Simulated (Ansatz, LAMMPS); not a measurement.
# Relaxing glassy nearly rigid 84SiO2-7CaO-5ZnO-5Li2O (mol %), from a frame at 1500 K (127 atoms), part 3 of 3

Aim: bring glassy nearly rigid 84SiO2-7CaO-5ZnO-5Li2O (mol %), from a frame at 1500 K (127 atoms) to a nearby minimum of the energy and see what moves.

Ansatz 0.2.0; Kohn-Sham DFT, PBEsol, PAW (set soft_2), plane waves.

The cell: 37 Si, 3 Ca, 2 Zn, 4 Li and 81 O. The network of bonds at the start is that of the classical potential that made the cell. Only the Γ point is sampled, in a cell whose shortest periodic width is 12 Å.

So far, density (g/cm³): step 5 (structure statistics after relaxation) 2.48.

### Step 6. Single point at the relaxed geometry

One more single point at the end of the walk gives the fuller output and checks the residual forces.

input.yaml

```yaml
crystal:
  lattice:
    - [12.05622, 0.0, 0.0]
    - [0.0, 12.05622, 0.0]
    - [0.0, 0.0, 12.05622]
  atoms:
    - { symbol: Si, position: [0.58661, 0.91459, 0.52545] }
    - { symbol: Si, position: [0.53201, 0.28677, 0.02875] }
    - { symbol: Si, position: [0.20367, 0.56706, 0.92823] }
    - { symbol: Si, position: [0.89161, 0.01525, 0.81638] }
    - { symbol: Si, position: [0.26838, 0.15884, 0.34885] }
    - { symbol: Si, position: [0.27127, 0.52471, 0.30957] }
    - { symbol: Si, position: [0.28395, 0.79071, 0.05529] }
    - { symbol: Si, position: [0.17266, 0.69818, 0.69899] }
    - { symbol: Si, position: [0.21968, 0.77681, 0.30151] }
    - { symbol: Si, position: [0.52537, 0.46031, 0.22984] }
    - { symbol: Si, position: [0.34899, 0.89326, 0.64669] }
    - { symbol: Si, position: [0.93096, 0.92798, 0.04918] }
    - { symbol: Si, position: [0.72105, 0.13781, 0.51734] }
    - { symbol: Si, position: [0.12779, 0.5065, 0.52774] }
    - { symbol: Si, position: [0.423, 0.45233, 0.86117] }
    - { symbol: Si, position: [0.75401, 0.60157, 0.91178] }
    - { symbol: Si, position: [0.18133, 0.0841, 0.58704] }
    - { symbol: Si, position: [0.08671, 0.29952, 0.67229] }
    - { symbol: Si, position: [0.9941, 0.86157, 0.39692] }
    - { symbol: Si, position: [0.98869, 0.2448, 0.88705] }
    - { symbol: Si, position: [0.40888, 0.94468, 0.33362] }
    - { symbol: Si, position: [0.42148, 0.08504, 0.78365] }
    - { symbol: Si, position: [0.90573, 0.6702, 0.07768] }
    - { symbol: Si, position: [0.50499, 0.84668, 0.11549] }
    - { symbol: Si, position: [0.03237, 0.90047, 0.65803] }
    - { symbol: Si, position: [0.76088, 0.35495, 0.93434] }
    - { symbol: Si, position: [0.94319, 0.28453, 0.26015] }
    - { symbol: Si, position: [0.76667, 0.73996, 0.44055] }
    - { symbol: Si, position: [0.67233, 0.67338, 0.21045] }
    - { symbol: Si, position: [0.04381, 0.058, 0.23251] }
    - { symbol: Si, position: [0.07529, 0.48852, 0.1366] }
    - { symbol: Si, position: [0.65681, 0.04992, 0.73358] }
    [... 89 atom lines left out ...]
    - { symbol: O, position: [0.55734, 0.08445, 0.82112] }
    - { symbol: O, position: [0.67817, 0.8116, 0.51113] }
    - { symbol: O, position: [0.80801, 0.30733, 0.26474] }
    - { symbol: O, position: [0.24904, 0.1682, 0.48812] }
    - { symbol: O, position: [0.21224, 0.79726, 0.16972] }
    - { symbol: O, position: [0.9877, 0.26755, 0.38782] }
kpoints:
  mp_grid: { grid: [1, 1, 1] }
hamiltonian:
  xc: pbesol
scf:
  occupations: { method: fermi_dirac, width: 0.129 }
output:
  forces: true
  stress: true
  populations: true
  dos:
    method: { smearing: { sigma: 0.1 } }
    de: 0.1
    projected: { site_lists: { Ca: [Ca], Li: [Li], O: [O], Si: [Si], Zn: [Zn] } }
  eigenvalues: true
  write_density: true
  write_potential: true
  volumetric_format: npy
```

The run is started by

```console
> ansatz run input.yaml --threads 4 --pin off --max-ram 8192MiB --backend cpu --events-out ev --progress --plain --runs-dir out
```

Numbers of over 12 decimals in the logs are rounded to 6 here.

Output:

```text
[...]
Crystal: 127 atoms, lattice volume = 1752.401 Å³
Basis set: ecut = 420 eV, 34265 PW (Γ), exchange–correlation on 162×162×162 points (8 copies of the dense FFT grid, shifted against one another)
Bands: 483, of which v1, the nominal top of the filled ones, is band 350 counted from 1 (349 counted from 0)
Symmetry: 1 space group operations
[...]
k-points: 1
[...]
SCF iter   1: F=—  HF=-81316.189415 eV  |F-HF|=—  |Δ(HF+E_count)|=         —  Δρ=1.16e-2  dr2=1.84e0  ethr=1.77e-3  ⟨swp⟩=8.0  Hψ=2540  notcnv=0  defer=61
[...]
SCF iter  10: F=-81315.679077 eV  HF=-81315.679077 eV  |F-HF|=5.98e-8  |Δ(HF+E_count)|=   2.18e-7  Δρ=1.34e-6  dr2=3.91e-8  ethr=1.43e-11  ⟨swp⟩=18.0  Hψ=4009  notcnv=0
SCF 1 converged in 10 iterations: F = -81315.679077 eV  dr2 = 3.91e-8
[...]
WARN: The input density's exchange-correlation potential varies sharply where the density is thin. Do not read a vacuum level from v_tot or v_xc, or from such a field of the output density. On a cell that repeats whose density bears no net charge and no dipole along the vacuum's axis use v_es (v_loc + v_h of the components); [...]
SCF converged after 10 iterations
Free energy (F): -81315.679077 eV
[...]
Internal energy: -81315.679070 eV  (E = F + TS)
E sigma→0 (E₀):  -81315.679073 eV
Entropy (-TS):   -0.000007 eV (-0.000 meV/atom)
Fermi energy:    5.055960 eV
[...]
--- Forces (eV/Å), atoms counted from 1 ---
  atom   1  Si     0.00841060    -0.01687067    -0.00455056
  atom   2  Si     0.00607669    -0.01015372     0.01376635
  atom   3  Si    -0.02732426     0.02653355     0.02696423
  atom   4  Si    -0.02147600    -0.01474610    -0.01304759
  atom   5  Si     0.00537452     0.00465907    -0.02385068
  atom   6  Si     0.00016226    -0.00206619    -0.00403316
  atom   7  Si    -0.03932003     0.01927823     0.00569751
  atom   8  Si    -0.02617504    -0.00202493     0.01568488
  atom   9  Si    -0.00715790     0.01278470    -0.00010505
  atom  10  Si     0.00482606    -0.00334772    -0.01700455
  atom  11  Si     0.00218939     0.04643217     0.03109901
  atom  12  Si    -0.01919570    -0.00248240     0.01408896
  atom  13  Si    -0.00058331     0.00480517     0.00443739
  atom  14  Si    -0.01893227    -0.01027422     0.00337769
[...]
atom 126  O      0.02286755    -0.02665566     0.01248092
  atom 127  O     -0.00163684    -0.00380590     0.00304239
  max |Σ_I F_I| component: 8.35e-5 eV/Å
--- Stress (GPa, compression-positive) ---
       -4.220780      -0.243617       0.036030
       -0.243617      -2.779838       1.137546
        0.036029       1.137546      -0.966251
  P = ⅓ Tr σ = -2.6556 GPa (-26.556 kbar)
--- Band table (eV) ---
[...]
--- Löwdin populations: 127 sites ---
  site symbol       q [e]
     0     Si      2.3240
     1     Si      2.2955
     2     Si      2.2539
[...]
126      O      6.7734
  spilling = 0.013488 (of n_electrons = 700.000000)
```

Run time: 35 s. Hardware: 4 threads of Arm Neoverse V2, shared host; peak memory 2.6 GiB; 2.2 min of CPU time.

The program notes that the exchange-correlation potential is rough where the density is thin.

The run gave:

| Item | Value |
| --- | --- |
| free energy | -81315.6791 eV |
| free energy per atom | -640.2809 eV/atom |
| SCF cycles | 10 |
| pressure | -2.656 GPa |
| r.m.s. force component | 0.01263 eV/Å |
| longest force | 0.05593 eV/Å |
| Fermi energy | 5.056 eV |
| gap (highest filled to lowest empty level) | 3.624 eV |
| spilling of the projection | 0.01349 |

Löwdin charges by element and coordination (they lack the spilled electrons, 0.074 e an atom on average):

| element | coordination | atoms | mean charge (e) | spread | least | most |
| --- | --- | --- | --- | --- | --- | --- |
| Ca | all | 3 | 1.79 | 0.0175 | 1.76 | 1.81 |
| Ca | 4 | 1 | 1.81 | 0 | 1.81 | 1.81 |
| Ca | 5 | 1 | 1.76 | 0 | 1.76 | 1.76 |
| Ca | 6 | 1 | 1.79 | 0 | 1.79 | 1.79 |
| Li | all | 4 | 0.812 | 0.0177 | 0.787 | 0.831 |
| Li | 2 | 1 | 0.831 | 0 | 0.831 | 0.831 |
| Li | 3 | 2 | 0.816 | 0.0117 | 0.804 | 0.828 |
| Li | 4 | 1 | 0.787 | 0 | 0.787 | 0.787 |
| O | all | 81 | -0.811 | 0.0723 | -1.02 | -0.752 |
| O | 2 | 60 | -0.784 | 0.0396 | -0.961 | -0.752 |
| O | 3 | 20 | -0.883 | 0.0853 | -1.02 | -0.787 |
| O | 4 | 1 | -0.999 | 0 | -0.999 | -0.999 |
| Si | all | 37 | 1.72 | 0.0439 | 1.62 | 1.77 |
| Si | 4 | 35 | 1.72 | 0.0426 | 1.62 | 1.77 |
| Si | 5 | 2 | 1.66 | 0.0178 | 1.64 | 1.68 |
| Zn | all | 2 | 1.50 | 0.0093 | 1.49 | 1.51 |
| Zn | 3 | 1 | 1.51 | 0 | 1.51 | 1.51 |
| Zn | 4 | 1 | 1.49 | 0 | 1.49 | 1.49 |

Density of states as counts of states in windows of 1 eV (from the Fermi level), total and the larger projections:

| from (eV) | to (eV) | total | O p | Si p |
| --- | --- | --- | --- | --- |
| -18 | -17 | 2.6 | 0.1 | 0.3 |
| -17 | -13 | 0.0 | 0.0 | 0.0 |
| -13 | -12 | 5.6 | 3.7 | 0.2 |
| -12 | -11 | 16.0 | 10.5 | 0.8 |
| -11 | -10 | 21.0 | 14.3 | 1.8 |
| -10 | -9 | 24.4 | 17.5 | 3.3 |
| -9 | -8 | 51.0 | 38.7 | 10.1 |
| -8 | -7 | 34.5 | 21.4 | 4.4 |
| -7 | -6 | 64.0 | 45.3 | 5.3 |
| -6 | -5 | 85.6 | 75.2 | 4.2 |
| -5 | -4 | 95.5 | 88.4 | 2.6 |
| -4 | -3 | 81.3 | 76.9 | 1.3 |
| -3 | -2 | 25.0 | 23.3 | 0.5 |
| -2 | -1 | 2.0 | 1.9 | 0.1 |
| -1 | 1 | 0.0 | 0.0 | 0.0 |
| 1 | 2 | 2.0 | 0.1 | 0.0 |
| 2 | 3 | 2.2 | 0.3 | 0.2 |
| 3 | 4 | 17.4 | 1.5 | 3.0 |
| 4 | 5 | 45.3 | 3.2 | 10.0 |

Between -26 and -18 eV lie 177 more states.

The levels nearest the highest filled one (over half full), pooled over k-points and spins:

| level less the highest filled one (eV) | occupation |
| --- | --- |
| -0.685 | 2 |
| -0.680 | 2 |
| -0.640 | 2 |
| -0.513 | 2 |
| -0.293 | 2 |
| 0 | 2 |
| 3.62 | 0 |
| 4.55 | 0 |
| 4.94 | 0 |
| 5.07 | 0 |
| 5.20 | 0 |
| 5.23 | 0 |

Electrostatic potential energy in the ab plane at fractional z = 0.016, with atoms of Si and Ca and Zn and Li and O within 0.2 Å of it. With pseudopotentials it is smooth inside the atoms' cores, unlike the true potential.

Values in eV, 13 rows by 16 columns, each cell a mean:
```
  2   7   7   5 -15  -3  -8  -3 -23 -15   4   5  -3  -6 -24 -26
  4   8   8   3 -25  -4   7   5 -12  -5   0 -10   4   4 -13 -15
  8   9   7  -4 -33 -15   5   6   5   7  -2 -16   2   7   5   1
  8   9   8 -14 -19   0   6   9   9   9   9   7   7   3  -4   2
  7   8   6 -15  -8   9  10  10  10  10   9   7   5   1 -11  -2
  8   4   1   0   5   9  10  10  10  10   9   6   5   6   5   7
  7 -27 -23   5   7   9   9   9  10  10   9 -10  -6   9   9   9
  8   2   3   6   8   9   9   8   7   7   8   2   1   7   9   9
  8   8   4   3   6   8   8  -3 -24 -11  -4  -3  -2   4   6   9
  9   8   7   6   7   9   7  -8 -35 -20 -28 -15   6   7   7   8
  9   5   9   9   9   9   9   0 -12   3   1   3   7   8   9   8
  9   9   7   6   7   4  -7  -3   1  -3 -31 -22   3   8   8   9
  7   7   5   5   6  -8 -36 -22   4  -2 -27 -18   4   7   4   4
```
Columns run along a (12.1 Å; values clipped at the 3rd and 97th percentile), rows up along b (12.1 Å). Atoms in or near the plane, at fractional coordinates: Si at (0.53, 0.29), Ca at (0.67, 0.07), Zn at (0.41, 0.03), Li at (0.70, 0.83), O at (0.55, 0.93), O at (0.11, 0.49).

Valence density in the ab plane at fractional z = 0.016, with atoms of Si and Ca and Zn and Li and O within 0.2 Å of it. It is the smooth field of the valence electrons, not physical close to the nuclei.

Values in e/Å³, 13 rows by 16 columns, each cell a mean:
```
 0  0  0  0  2  1  1  1  3  2  0  0  1  1  0  0
 0  0  0  1  3  1  0  0  2  1  0  2  0  0  0  0
 0  0  0  0  0  0  0  0  0  0  0  3  0  0  0  1
 0  0  0  2  2  0  0  0  0  0  0  0  0  0  0  0
 0  0  0  2  2  0  0  0  0  0  0  0  0  0  1  0
 0  0  0  0  0  0  0  0  0  0  0  0  0  0  0  0
 0  4  3  0  0  0  0  0  0  0  0  2  1  0  0  0
 0  1  1  0  0  0  0  0  0  0  0  0  0  0  0  0
 0  0  0  0  0  0  0  0  0  0  1  1  0  0  1  0
 0  0  0  0  0  0  0  0  0  1  4  2  0  0  0  0
 0  1  0  0  0  0  0  1  2  0  0  0  0  0  0  0
 0  0  0  0  0  0  1  1  1  1  3  2  0  0  0  0
 0  0  0  0  0  1 15  4  0  0  3  2  0  0  0  0
```
Columns run along a (12.1 Å), rows up along b (12.1 Å). Atoms in or near the plane, at fractional coordinates: Si at (0.53, 0.29), Ca at (0.67, 0.07), Zn at (0.41, 0.03), Li at (0.70, 0.83), O at (0.55, 0.93), O at (0.11, 0.49).

Mean Löwdin charges: Ca +1.79, Li +0.81, O -0.81, Si +1.72, Zn +1.50 e (they miss 1.3 % of the electrons, so they add up to more than the cell's charge).

The surroundings of O98, which has 3 bonded neighbours where the commonest count for O is 2, nearest first, numbered as they follow in the input and with coordinates relative to it.

| atom | x | y | z | distance (Å) | bonds | Löwdin charge (e) |
| --- | --- | --- | --- | --- | --- | --- |
| O98 | 0.00 | 0.00 | 0.00 | 0.00 | 3 | -0.98 |
| Si2 | 0.33 | 1.53 | -0.37 | 1.61 | 4 | 1.70 |
| Zn42 | -1.13 | -1.57 | -0.57 | 2.02 | 4 | 1.49 |
| Ca39 | 1.95 | -1.05 | -0.66 | 2.31 | 6 | 1.79 |
| O70 | 1.99 | 1.39 | -0.73 | 2.54 | 3 | -0.83 |
| O51 | 0.08 | 2.59 | 0.84 | 2.73 | 2 | -0.77 |
| O103 | -0.41 | 2.17 | -1.65 | 2.76 | 2 | -0.78 |
| O106 | -1.94 | -0.55 | -2.04 | 2.87 | 3 | -0.98 |
| O85 | 0.50 | -2.80 | -0.52 | 2.90 | 4 | -1.00 |
| O122 | 0.64 | -0.91 | -2.87 | 3.08 | 3 | -0.81 |

The column of bonds counts only the pairs O-Si within 2.16 Å, O-Li within 2.38 Å, O-Ca within 2.88 Å, O-Zn within 2.33 Å; other neighbours, such as metal atoms beside each other in a compound, aren't counted, and periodic images can show an atom twice.

### Step 7. A repeat

The input is that of the reference in all keys that bear on the result, so the run is a repeat.

input.yaml

```yaml
crystal:
  lattice:
    - [12.05622, 0.0, 0.0]
    - [0.0, 12.05622, 0.0]
    - [0.0, 0.0, 12.05622]
  atoms:
    [... the 127 atom lines of step 3 ...]
kpoints:
  mp_grid: { grid: [1, 1, 1], shift: [0.0, 0.0, 0.0] }
hamiltonian:
  xc: pbesol
scf:
  occupations: { method: fermi_dirac, width: 0.129 }
output:
  forces: true
  stress: true
  populations: intrinsic
  dos:
    method: { smearing: { sigma: 0.15 } }
    de: 0.1
    projected: { site_lists: { Ca: [Ca], Li: [Li], O: [O], Si: [Si], Zn: [Zn] } }
  eigenvalues: true
```

Output:

```text
[...]
Crystal: 127 atoms, lattice volume = 1752.401 Å³
Basis set: ecut = 420 eV, 34265 PW (Γ), exchange–correlation on 162×162×162 points (8 copies of the dense FFT grid, shifted against one another)
Bands: 483, of which v1, the nominal top of the filled ones, is band 350 counted from 1 (349 counted from 0)
Symmetry: 1 space group operations
[...]
k-points: 1
[...]
SCF iter   1: F=—  HF=-81282.257254 eV  |F-HF|=—  |Δ(HF+E_count)|=         —  Δρ=1.19e-2  dr2=2.02e0  ethr=1.77e-3  ⟨swp⟩=7.0  Hψ=2558  notcnv=0  defer=58
[...]
SCF iter  10: F=—  HF=-81281.708168 eV  |F-HF|=—  |Δ(HF+E_count)|=   7.94e-7  Δρ=2.87e-6  dr2=1.44e-7  ethr=1.43e-11  ⟨swp⟩=16.0  Hψ=2840  notcnv=0
SCF iter  11: F=-81281.708168 eV  HF=-81281.708168 eV  |F-HF|=3.35e-9  |Δ(HF+E_count)|=   1.35e-7  Δρ=1.74e-6  dr2=4.60e-8  ethr=1.43e-11  ⟨swp⟩=5.0  Hψ=1749  notcnv=0
SCF 1 converged in 11 iterations: F = -81281.708168 eV  dr2 = 4.60e-8
[...]
SCF converged after 11 iterations
Free energy (F): -81281.708168 eV
[...]
Internal energy: -81281.705956 eV  (E = F + TS)
E sigma→0 (E₀):  -81281.707062 eV
Entropy (-TS):   -0.002212 eV (-0.017 meV/atom)
Fermi energy:    5.156865 eV
[...]
Σ components = -81281.708168   (vs F -81281.708168, Δ=0.00e0)
--- Forces (eV/Å), atoms counted from 1 ---
  atom   1  Si    -3.30910468     2.44425577     4.30002669
  atom   2  Si    -3.61841659     1.36691835     2.41759293
  atom   3  Si     1.91646976     0.66747115    -1.41056108
  atom   4  Si     4.00390287    -0.60794326     4.04285037
[...]
atom 127  O      0.01708661     0.85234387    -0.88408582
  max |Σ_I F_I| component: 8.38e-5 eV/Å
--- Stress (GPa, compression-positive) ---
        1.553264      -0.755692       1.070269
       -0.755694       0.991933      -0.773795
        1.070267      -0.773796       1.293263
  P = ⅓ Tr σ = 1.2795 GPa (12.795 kbar)
--- Band table (eV) ---
[...]
--- intrinsic populations: 127 sites ---
  site symbol       q [e]
     0     Si      2.3652
     1     Si      2.3507
     2     Si      2.3003
[...]
126      O      6.8409
  spilling = -0.000000 (of n_electrons = 700.000000)
```

Elapsed: 37 s, on 4 threads; peak memory 2.6 GiB; 2.4 min of CPU time.

Geometry and reference: those of the single point at the start.

Forces differ from those of the single point at the start by 0 meV/Å r.m.s., 0 % of their size. It took 1.0 times the reference's time (shared host, so rough).

### Step 8. Summary of results

* energy change in the relaxation: -267.5 meV/atom
* r.m.s. displacement: 0.486 Å
* largest displacement: 1.302 Å
* free energy per atom: -640.2809 eV/atom
* pressure: -2.656 GPa
* r.m.s. force component: 0.01263 eV/Å
* gap (highest filled to lowest empty level): 3.624 eV
* wall time of the 4 DFT runs: 7.3 min

What this shows: Relaxation lowers the energy by 267 meV/atom and moves atoms by 0.49 Å r.m.s.; the r.m.s. force component goes from 2.5 to 0.013 eV/Å, the pressure goes from 1.3 to -2.7 GPa, and the gap from 1.97 to 3.62 eV. By the final cutoffs 3 of 177 bonded pairs parted and 10 joined. From the first step to the last the energy fell by 33.971 eV, and the largest move was 1.30 Å (Ca38). The O-Ca bonds change most in mean length: from 2.454 Å (spread 0.220) to 2.393 Å (spread 0.143), and their number from 12 to 15. With the cutoffs above, 50 % of Li atoms have 3, 74 % of O atoms have 2 and 95 % of Si atoms have 4 bonded neighbours. Counting bonds to Si alone, not to Zn, 85 % of the oxygens join two of these atoms and 15 % one. The highest filled and lowest empty levels differ by 3.62 eV (at Γ alone); a semilocal functional tends to put such gaps too low. In a disordered cell it changes from sample to sample, and tail or defect levels can set it.

**Limits.** The starting topology of bonds comes from the classical model; in DFT 3 of its 177 bonded pairs passed out of the cutoffs and 10 came within them. The stress is far from hydrostatic: its diagonal is -4.2, -2.8, -1.0 GPa, compression counted positive. The pressure of -2.7 GPa shows the cell to be stretched for this functional.

[Logs are printed without paths, hosts, clocks, repeated set-up lines and the standing remarks that a program may print on its own settings, such as how far it seeks lower states.]

[Hosts, paths, dates, database ids (printed as entryN), source tags and the programs' standing remarks are cut or masked in the printed files.]
